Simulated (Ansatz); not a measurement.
## La3PbC (Pm-3m): from the cell to its phonons

How does La3PbC (Pm-3m) vibrate, and is this structure a minimum?

Calculated with Ansatz 0.2.0; DFT PBEsol, scalar-relativistic, plane waves, PAW; PAW set soft_1.

This is a report of a sequence of runs, with most program output left out.

### 1. Starting point

It takes space group Pm-3m (No. 221, cubic). Conventional cell: a = 5.239 Å, b = 5.239 Å, c = 5.239 Å, α = 90.00°, β = 90.00°, γ = 90.00°. Nearest to La lie 2 C at 2.62 Å and 4 Pb at 3.70 Å and 8 La at 3.70 Å. Nearest to Pb lie 12 La at 3.70 Å. Nearest to C lie 6 La at 2.62 Å. Farther neighbours are not listed.

### 2. Relaxation

Harmonic phonons are second derivatives at a point where the forces vanish, and they are wanted at zero stress, so atoms and cell are relaxed first.

input.yaml reads:

```yaml
crystal:
  lattice:
    - [5.2391679967, 0.0, 0.0]
    - [0.0, 5.2391679967, 0.0]
    - [0.0, 0.0, 5.2391679967]
  atoms:
    - { symbol: La, position: [0.5, 0.0, 0.5] }
    - { symbol: La, position: [0.0, 0.5, 0.5] }
    - { symbol: La, position: [0.5, 0.5, 0.0] }
    - { symbol: Pb, position: [0.0, 0.0, 0.0] }
    - { symbol: C, position: [0.5, 0.5, 0.5] }
kpoints:
  mp_grid: { grid: [8, 8, 8] }
hamiltonian:
  xc: pbesol
  pseudopotentials: { kind: paw, azcp: { folder: soft_1 }, xc_functional: pbe }
scf:
  occupations: { method: gaussian, width: 0.1 }
output:
  forces: true
  stress: true
  eigenvalues: true
  write_density: true
  write_potential: true
  elf: true
  volumetric_format: npy
relax:
  adjacent_minimum: "off"
  f_tol: 0.005
  max_steps: 80
  cell: { stress_tol: 0.05 }
```

On the command line:

```console
$ ansatz run input.yaml --threads 4 --pin off --max-ram 10240MiB --backend cpu --events-out ev --progress --plain --runs-dir out
```

It took 19 s on 4 threads of Arm Neoverse V1, shared host; peak memory 0.57 GiB; 72 s of CPU time.

The steps of the relaxation:

```csv
step,energy less that of the first step (eV),largest force component (eV/Å),pressure (GPa),volume (Å³)
1,0.0000,0.0000,-2.46,143.81
2,0.0152,0.0000,3.30,131.67
3,-0.0466,0.0000,-0.15,138.36
4,-0.0468,0.0000,0.01,138.02
5*,-0.0459,0.0000,0.00,138.02
```

Relaxation steps marked * repeat the geometry before them on a plane-wave basis chosen anew for their cell, so energy and pressure can jump there. Relaxation step 2 was tried and not accepted.

The run keeps the 48 symmetry operations that it works with, so distortions that break them were not tested.

```csv
"conventional cell, symmetrised",before,after,change
a (Å),5.239,5.168,-1.4 %
b (Å),5.239,5.168,-1.4 %
c (Å),5.239,5.168,-1.4 %
volume (Å³/atom),28.76,27.60,-4.0 %
```

Final coordinates:

```xyz
5
Lattice="5.1679 0.0000 0.0000 0.0000 5.1679 0.0000 0.0000 0.0000 5.1679" Properties=species:S:1:pos:R:3 pbc="T T T"
La    2.5839    0.0000    2.5839
La    0.0000    2.5839    2.5839
La    2.5839    2.5839    0.0000
Pb    0.0000    0.0000    0.0000
C     2.5839    2.5839    2.5839
```

This step gave:

| Property | Result |
| --- | --- |
| pressure | -0.001386 GPa |
| volume per atom | 27.60 Å³ |
| gap on the k-mesh | 0 eV |

ELF in the ac plane at fractional y = 0.500, with atoms of La and C within 0.2 Å of it. It is the smooth field of the valence electrons, not physical close to the nuclei.

Ten even steps from '_' (0.06) to '@' (0.81), each cell a mean:
```
--::__::%%@@==::##@@++__..--
....____++@@@@%%@@##::____..
________..==****++--________
++==..__..::------::..__::++
@@@@++..==##%%%%%%**::--##@@
**@@%%--++@@%%##@@%%--++@@##
__++%%==++@@--__##%%--**%%::
::##@@--++@@**--%%%%--**@@==
@@@@##::==@@@@@@@@##::==@@@@
%%##--..::==++++++==....++%%
::..____..::--==--..______::
________--##@@%%%%++..______
::..__..##@@##++@@@@==__..::
==::__::%%@@::__**@@++__..--
```
Columns run along a (5.2 Å), rows up along c (5.2 Å). Atoms in or near the plane, at fractional coordinates: La at (0.00, 0.50), La at (0.50, 0.00), C at (0.50, 0.50).

Electrostatic potential energy in the ac plane at fractional y = 0.500, with atoms of La and C within 0.2 Å of it. With pseudopotentials it is smooth inside the atoms' cores, unlike the true potential.

Ten even steps from '_' (-31 eV) to '@' (14 eV), each cell a mean:
```
@@@@@@%%++__::==__::##@@@@@@
@@@@@@%%##--..__..++%%@@@@@@
@@@@@@@@%%##++++**%%%%@@@@@@
####%%@@@@@@%%%%%%@@@@%%%%##
::--**%%@@@@%%%%@@@@@@%%++::
..__==%%@@%%--..++@@%%**..__
##..::##%%++____..%%%%++__==
==__::##@@**____--%%%%++..::
__..++%%@@@@**++%%@@@@##--__
++**##@@@@@@@@%%@@@@@@%%##++
%%%%@@@@@@%%####%%%%@@@@%%%%
@@@@@@@@##++::::==**%%@@@@@@
@@@@@@%%**..__..__--##@@@@@@
@@@@@@%%++__==##..::##@@@@@@
```
Columns run along a (5.2 Å; values clipped at the 3rd and 97th percentile), rows up along c (5.2 Å). Atoms in or near the plane, at fractional coordinates: La at (0.00, 0.50), La at (0.50, 0.00), C at (0.50, 0.50).

Valence density in the ac plane at fractional y = 0.500, with atoms of La and C within 0.2 Å of it. It is the smooth field of the valence electrons, not physical close to the nuclei.

Values in e/Å³, 14 rows by 14 columns, each cell a mean:
```
0.1 0.1 0.1 0.2 0.6 1.5 1.7 1.7 1.7 1.1 0.4 0.1 0.1 0.1
0.1 0.1 0.1 0.1 0.4 1.0 1.4 1.5 1.2 0.7 0.2 0.1 0.1 0.1
0.1 0.1 0.1 0.1 0.2 0.4 0.7 0.7 0.6 0.3 0.1 0.1 0.1 0.1
0.4 0.3 0.2 0.1 0.1 0.2 0.4 0.4 0.3 0.2 0.1 0.1 0.2 0.4
1.2 0.9 0.5 0.2 0.2 0.4 0.6 0.7 0.5 0.3 0.2 0.3 0.7 1.1
1.7 1.6 0.9 0.4 0.3 0.7 1.2 1.4 1.0 0.5 0.3 0.6 1.2 1.7
1.8 1.7 1.2 0.5 0.4 1.0 1.6 1.5 1.4 0.7 0.4 0.7 1.5 1.7
1.8 1.7 1.1 0.4 0.4 0.8 1.5 1.6 1.2 0.6 0.4 0.7 1.4 1.7
1.5 1.3 0.7 0.3 0.3 0.5 0.8 1.0 0.7 0.4 0.2 0.4 1.0 1.5
0.7 0.5 0.3 0.1 0.2 0.3 0.4 0.4 0.3 0.2 0.1 0.2 0.4 0.6
0.2 0.1 0.1 0.1 0.1 0.3 0.4 0.5 0.4 0.2 0.1 0.1 0.1 0.2
0.1 0.1 0.1 0.1 0.3 0.7 1.1 1.2 0.9 0.5 0.2 0.1 0.1 0.1
0.1 0.1 0.1 0.1 0.5 1.3 1.7 1.7 1.6 0.9 0.3 0.1 0.1 0.1
0.1 0.1 0.1 0.2 0.7 1.5 1.8 1.8 1.7 1.2 0.4 0.1 0.1 0.1
```
Columns run along a (5.2 Å), rows up along c (5.2 Å). Atoms in or near the plane, at fractional coordinates: La at (0.00, 0.50), La at (0.50, 0.00), C at (0.50, 0.50).

In this step the volume went from 28.76 to 27.60 Å³/atom.

### 3. Tight relaxation

Phonons need a cell at rest on their own settings, so the relaxation is repeated with tight tolerances on forces and stress, using the mesh and the filling of the phonon run that follows.

input.yaml, the sections that differ from step 2:

```yaml
crystal:
  lattice:
    - [5.1678566755, 0.0, 0.0]
    - [0.0, 5.1678566755, 0.0]
    - [0.0, 0.0, 5.1678566755]
  atoms:
    - { symbol: La, position: [0.5, 0.0, 0.5] }
    - { symbol: La, position: [0.0, 0.5, 0.5] }
    - { symbol: La, position: [0.5, 0.5, 0.0] }
    - { symbol: Pb, position: [0.0, 0.0, 0.0] }
    - { symbol: C, position: [0.5, 0.5, 0.5] }
scf:
  occupations: { method: methfessel_paxton, width: 0.2 }
output:
  forces: true
  stress: true
  eigenvalues: true
relax:
  adjacent_minimum: "off"
  f_tol: 0.001
  max_steps: 60
  cell: { stress_tol: 0.01 }
# kpoints, hamiltonian: as in step 2
```

Run time: 7 s. Hardware: 4 threads; peak memory 0.55 GiB.

Little changed from the start: no atom moved by 0.005 Å and no cell edge by 0.1 %.

Numbers from this step:

- pressure: -0.003121 GPa

The forces vanish by symmetry and the pressure is -0.003 GPa, within the tolerances set. The cell now holds 27.60 Å³/atom.

### 4. Zone-centre response

The zone centre comes first: it holds the modes that light can see, as far as symmetry allows. No field response is asked, since the mesh shows no gap.

input.yaml, as its differences from that of step 3:

```diff
@@ -19,9 +19,4 @@
 output:
-  forces: true
-  stress: true
   eigenvalues: true
-relax:
-  adjacent_minimum: "off"
-  f_tol: 0.001
-  max_steps: 60
-  cell: { stress_tol: 0.01 }
+phonons:
+  method: dfpt
```

Wall time 1.8 min (4 threads); peak memory 2.6 GiB; 6.8 min of CPU time.

Numbers from this step:

| Property | Result |
| --- | --- |
| sum-rule residual before enforcement | 3.96e-5 eV/Å² |
| point group | m-3m |
| highest optical mode at the zone centre (no LO-TO term) | 239.4 cm⁻¹ |
| lowest optical zone-centre mode | 68.28 cm⁻¹ |

Patterns of degenerate modes are one choice out of their space. The modes at Γ (shares of kinetic energy by element, %):

```csv
mode,frequency (cm⁻¹),symmetry,La %,Pb %,C %
1,0.0,acoustic,66,33,2
2,0.0,acoustic,66,33,2
3,0.0,acoustic,66,33,2
4,68.3,T1u,32,67,0
5,68.3,T1u,32,67,0
6,68.3,T1u,32,67,0
7,76.9,T2u,100,0,0
8,76.9,T2u,100,0,0
9,76.9,T2u,100,0,0
10,135.1,T1u,99,0,1
11,135.1,T1u,99,0,1
12,135.1,T1u,99,0,1
13,239.4,T1u,3,0,97
14,239.4,T1u,3,0,97
15,239.4,T1u,3,0,97
```

Displacements in mode 6 (68.3 cm⁻¹), the largest set to 1:
```
La1 -0.08 -0.52  0.02
La2 -0.09 -0.47  0.02
La3 -0.08 -0.47  0.02
Pb4  0.17  1.00 -0.05
C5  -0.05 -0.30  0.01
```

Displacements in mode 8 (76.9 cm⁻¹), the largest set to 1:
```
La1 -0.03  0.00  1.00
La2  0.00 -0.72 -1.00
La3  0.03  0.72  0.00
Pb4  0.00  0.00  0.00
C5   0.00  0.00  0.00
```

Before it was imposed, the acoustic sum rule was missed by 4.0e-5 eV/Å². Small misses are needed for a sound result but don't prove that mesh and cutoff are converged. The lowest optical mode is real, 68.3 cm⁻¹.

### 5. Response at finite wavevector

Stability and thermal properties need the whole zone. Linear response on a 2×2×2 q mesh gives force constants as far as a supercell of that size would.

input.yaml, as its differences from that of step 4:

```diff
@@ -22 +22,8 @@
   method: dfpt
+  qmesh: [2, 2, 2]
+  temperatures: { t_max: 1000, t_step: 50 }
+  qpath:
+    path:
+      - [[0.0, 0.0, 0.0], [0.0, 0.5, 0.0], [0.5, 0.5, 0.0], [0.0, 0.0, 0.0], [0.5, 0.5, 0.5], [0.0, 0.5, 0.0]]
+      - [[0.5, 0.5, 0.5], [0.5, 0.5, 0.0]]
+    npoints: 10
```

It took 8 min on 4 threads; peak memory 2 GiB; 31 min of CPU time.

Numbers from this step:

```yaml
sum_rule_residual_before_enforcement: 3.79e-5 eV/Å²
lowest_frequency_on_the_path: 0 cm⁻¹
highest_frequency_on_the_path_or_at_a_solved_wavevector: 391.7 cm⁻¹
mean_frequency: 125.5 cm⁻¹
debye_temperature_second_moment: 295 K
logarithmic_mean_frequency: 98.9 cm⁻¹
lowest_mode_on_the_q_mesh_acoustic_modes_at_gamma_apart: 34.42 cm⁻¹
zero_point_energy_per_atom: 23.33 meV
heat_capacity_at_300_k: 23.84 J/(mol atoms K)
vibrational_entropy_at_300_k: 44.13 J/(mol atoms K)
```

Frequencies (cm⁻¹) solved at each irreducible wavevector; negative means imaginary. Frequencies by wavevector, by row:

```csv
q in reciprocal lattice units,star,mode 1,mode 2,mode 3,mode 4,mode 13,mode 14,mode 15
0 0 0,1,0,0,0,68.3,239.4,239.4,239.4
0 0 -0.5,3,51.7,51.7,53.8,53.8,186.1,186.1,391.7
0 -0.5 -0.5,3,34.4,58.1,58.1,63.9,239.8,378.1,378.1
-0.5 -0.5 -0.5,1,40.7,40.7,40.7,61.9,378.2,378.2,378.2
```

Interpolated from a 2×2×2 q mesh. The phonon branches at the labelled points (cm⁻¹):

```csv
point,branch 1,branch 2,branch 3,branch 4,branch 12,branch 13,branch 14,branch 15
Γ,0,0,0,68,135,239,239,239
halfway,30,30,52,66,135,213,213,324
X,52,52,54,54,135,186,186,392
halfway,47,56,56,58,148,214,296,385
M,34,58,58,64,158,240,378,378
halfway,41,44,59,60,143,214,310,310
Γ,0,0,0,68,135,239,239,239
halfway,48,48,55,63,153,308,308,308
R,41,41,41,62,186,378,378,378
halfway,46,52,54,58,162,306,306,382
X,52,52,54,54,135,186,186,392
jump to R,41,41,41,62,186,378,378,378
halfway,38,51,51,62,173,315,378,378
M,34,58,58,64,158,240,378,378
```

Tetrahedra on a 12×12×12 mesh, mean over bins of 5 cm-1. Interpolated from a 2×2×2 q mesh. The phonon density of states by wavenumber; read off at these points:

```csv
wavenumber (cm⁻¹),phonon density of states (1/cm⁻¹/cell)
2,6.0e-5
18,0.0031
28,0.0103
42,0.0979
58,0.264
68,0.197
82,0.203
98,9.2e-4
112,0.0187
122,0.180
138,0.0386
152,0.0288
162,0.0165
178,0.00572
192,0.00219
202,0.00643
218,0.0174
232,0.0185
242,0.0165
258,0.0134
272,0.0116
282,0.0108
298,0.0106
312,0.0130
328,0.0119
338,0.0119
352,0.0169
368,0.0233
378,0.0437
392,3.1e-4
```

The partial phonon density of states has structure finer than the step of the table below, so its rows give means over 20 cm⁻¹, whole bins alone (the curve runs from -10 to 411 cm⁻¹). Peaks (cm⁻¹: height): C 230.9: 0.0226, 273.2: 0.0249, 318.2: 0.0354, 355.3: 0.0469, 376.4: 0.0495; La 82.6: 0.150, 119.7: 0.174; Pb 61.5: 0.140.

Phonopy on the run's constants, 11x11x11 mesh, Gaussian sigma 3.0 cm-1. Interpolated from a 2×2×2 q mesh. The partial phonon density of states by wavenumber; means over each step; values in 1/cm⁻¹/cell:

```csv
wavenumber (cm⁻¹),C,La,Pb
0,5.8e-6,2.0e-4,1.0e-4
20,8.5e-5,0.00369,0.00207
40,2.3e-4,0.0547,0.0186
60,1.5e-4,0.110,0.0940
80,8.9e-5,0.119,0.0338
100,1.1e-4,0.0136,0.00136
120,0.00210,0.0906,1.6e-5
140,2.9e-4,0.0304,1.4e-5
160,1.2e-4,0.0203,2.7e-6
180,5.9e-4,0.00465,0
200,0.00568,5.8e-4,2.2e-6
220,0.0168,0.00108,1.0e-5
240,0.0138,6.9e-4,6.4e-6
260,0.0125,2.5e-4,8.3e-6
280,0.0151,2.7e-4,4.9e-6
300,0.00248,1.6e-5,6.0e-7
320,0.0233,1.2e-4,7.3e-6
340,0.00318,9.1e-6,6.8e-7
360,0.0259,3.2e-5,5.9e-6
380,0.0267,7.8e-6,5.3e-6
400,6.7e-4,0,0
```

Harmonic thermodynamic functions per atom, from the density of states. Interpolated from a 2×2×2 q mesh. Thermodynamic functions, by row:

```csv
T (K),F_vib (meV/atom),S (J/mol-atom/K),C_V (J/mol-atom/K)
0,23.33,0,0
50,21.76,8.832,13.13
100,14.11,20.08,18.98
200,-14.9,34.66,22.72
300,-56.03,44.13,23.84
400,-105.5,51.06,24.3
500,-161.3,56.51,24.52
600,-222.3,60.99,24.65
700,-287.5,64.79,24.72
800,-356.4,68.1,24.77
900,-428.6,71.02,24.81
1000,-503.5,73.63,24.83
```

Harmonic mean-square displacement, third of the trace. Interpolated from a 2×2×2 q mesh. Mean square displacements, by row:

```csv
T (K),La1 U_eq (Å²),La2 U_eq (Å²),La3 U_eq (Å²),Pb4 U_eq (Å²),C5 U_eq (Å²)
0,0.00164,0.00164,0.00164,0.00138,0.00504
100,0.00399,0.00399,0.00399,0.00372,0.00577
300,0.01123,0.01123,0.01123,0.01064,0.01048
600,0.02232,0.02232,0.02232,0.02119,0.01935
```

Symmetry leaves 4 wavevectors to solve. The lowest mode among them, the acoustic zeros apart, lies at q = (0, -0.5, -0.5) and is real, 34.4 cm⁻¹.

### 6. Another isotope, element C, natural mass 12.011 amu

An isotope changes the mass and not the force constants, so no new electronic calculation is needed; the shifts show which modes move this element.

The same force constants with the mass of C changed from 12.011 to 13.003 u (phonopy, no LO-TO term). Both lists are sorted by frequency; levels can cross, so a row need not hold one and the same mode. Modes under 3 cm⁻¹ are left out. Isotope shifts, by row, the first 40 of 57 rows:

```csv
q,rank,natural mass (cm⁻¹),changed mass (cm⁻¹)
0 0 0,4,68.28,68.27
0 0 0,5,68.28,68.27
0 0 0,6,68.28,68.27
0 0 0,7,76.88,76.88
0 0 0,8,76.88,76.88
0 0 0,9,76.88,76.88
0 0 0,10,135.1,135
0 0 0,11,135.1,135
0 0 0,12,135.1,135
0 0 0,13,239.4,230.4
0 0 0,14,239.4,230.4
0 0 0,15,239.4,230.4
0 0 -0.5,1,51.66,51.66
0 0 -0.5,2,51.66,51.66
0 0 -0.5,3,53.77,53.75
0 0 -0.5,4,53.77,53.75
0 0 -0.5,5,57.75,57.75
0 0 -0.5,6,67.72,67.72
0 0 -0.5,7,78.26,78.26
0 0 -0.5,8,78.26,78.26
0 0 -0.5,9,85.07,85.07
0 0 -0.5,10,116.3,115.6
0 0 -0.5,11,116.3,115.6
0 0 -0.5,12,134.6,134.6
0 0 -0.5,13,186.1,179.9
0 0 -0.5,14,186.1,179.9
0 0 -0.5,15,391.7,376.4
0 -0.5 -0.5,1,34.42,34.42
0 -0.5 -0.5,2,58.09,58.09
0 -0.5 -0.5,3,58.09,58.09
0 -0.5 -0.5,4,63.94,63.94
0 -0.5 -0.5,5,68.12,68.12
0 -0.5 -0.5,6,68.12,68.12
0 -0.5 -0.5,7,79.54,79.54
0 -0.5 -0.5,8,81.08,81.08
0 -0.5 -0.5,9,81.08,81.08
0 -0.5 -0.5,10,109.4,109
0 -0.5 -0.5,11,117.1,117.1
0 -0.5 -0.5,12,158.3,158.3
0 -0.5 -0.5,13,239.8,231.2
```

A mode of this element alone would shift by -3.89 %. The highest zone-centre frequency without the field goes from 239.4 to 230.4 cm⁻¹ (-3.8 %). The product of the frequency ratios over all optical modes at Γ is 0.890; the product rule, (m/m′)^(3k/2) (M′/M)^(3/2) with k = 1 such atoms and M the mass of the cell, gives 0.890.

### 7. Another isotope, element Pb, natural mass 207.2 amu

The same for Pb, from 207.20 to 203.97 u.

A mode of this element alone would shift by +0.79 %. The highest zone-centre frequency without the field goes from 239.4 to 239.4 cm⁻¹ (+0.0 %). The product of the frequency ratios over all optical modes at Γ is 1.016; the product rule, (m/m′)^(3k/2) (M′/M)^(3/2) with k = 1 such atoms and M the mass of the cell, gives 1.016.

### 8. Outcome

- space group after relaxation (within 0.01 Å): Pm-3m
- volume per atom: 27.6 Å³
- electronic character: no gap on this mesh
- highest optical mode at the zone centre (no LO-TO term): 239 cm⁻¹
- lowest optical zone-centre mode: 68.3 cm⁻¹
- lowest mode on the q mesh (acoustic modes at Γ apart): 34.4 cm⁻¹
- highest frequency on the path or at a solved wavevector: 392 cm⁻¹
- zero-point energy per atom: 23.3 meV
- heat capacity at 300 K: 23.8 J/(mol atoms K)
- vibrational entropy at 300 K: 44.1 J/(mol atoms K)
- Debye temperature (second moment): 295 K
- imaginary modes on the 2×2×2 q mesh: none

The structure is a minimum as far as tested: no mode is imaginary at the 4 irreducible wavevectors of the 2×2×2 mesh, and the softest away from the acoustic zeros lies at 34 cm⁻¹. The optical modes at Γ span 68 to 239 cm⁻¹. The highest mode in this list at Γ, 239.4 cm⁻¹, is mostly motion of C (97 % of the kinetic energy). With no gap, or one that is small against the smearing, the frequencies hang on the k mesh and the smearing, most of all near Kohn anomalies. The phonon runs are without spin polarisation, although the cell has an odd electron count. Spin-orbit coupling is left out, which can matter for the heavy elements here. The PAW files were made for PBE and serve the other functionals too. These are harmonic frequencies at zero temperature: anharmonic shifts, linewidths and thermal expansion are left out.

[Logs are printed without paths, hosts, clocks, repeated set-up lines and the standing remarks that a program may print on its own settings, such as how far it seeks lower states.]

[Hosts, paths, dates, database ids (printed as entryN), source tags and the programs' standing remarks are cut or masked in the printed files.]
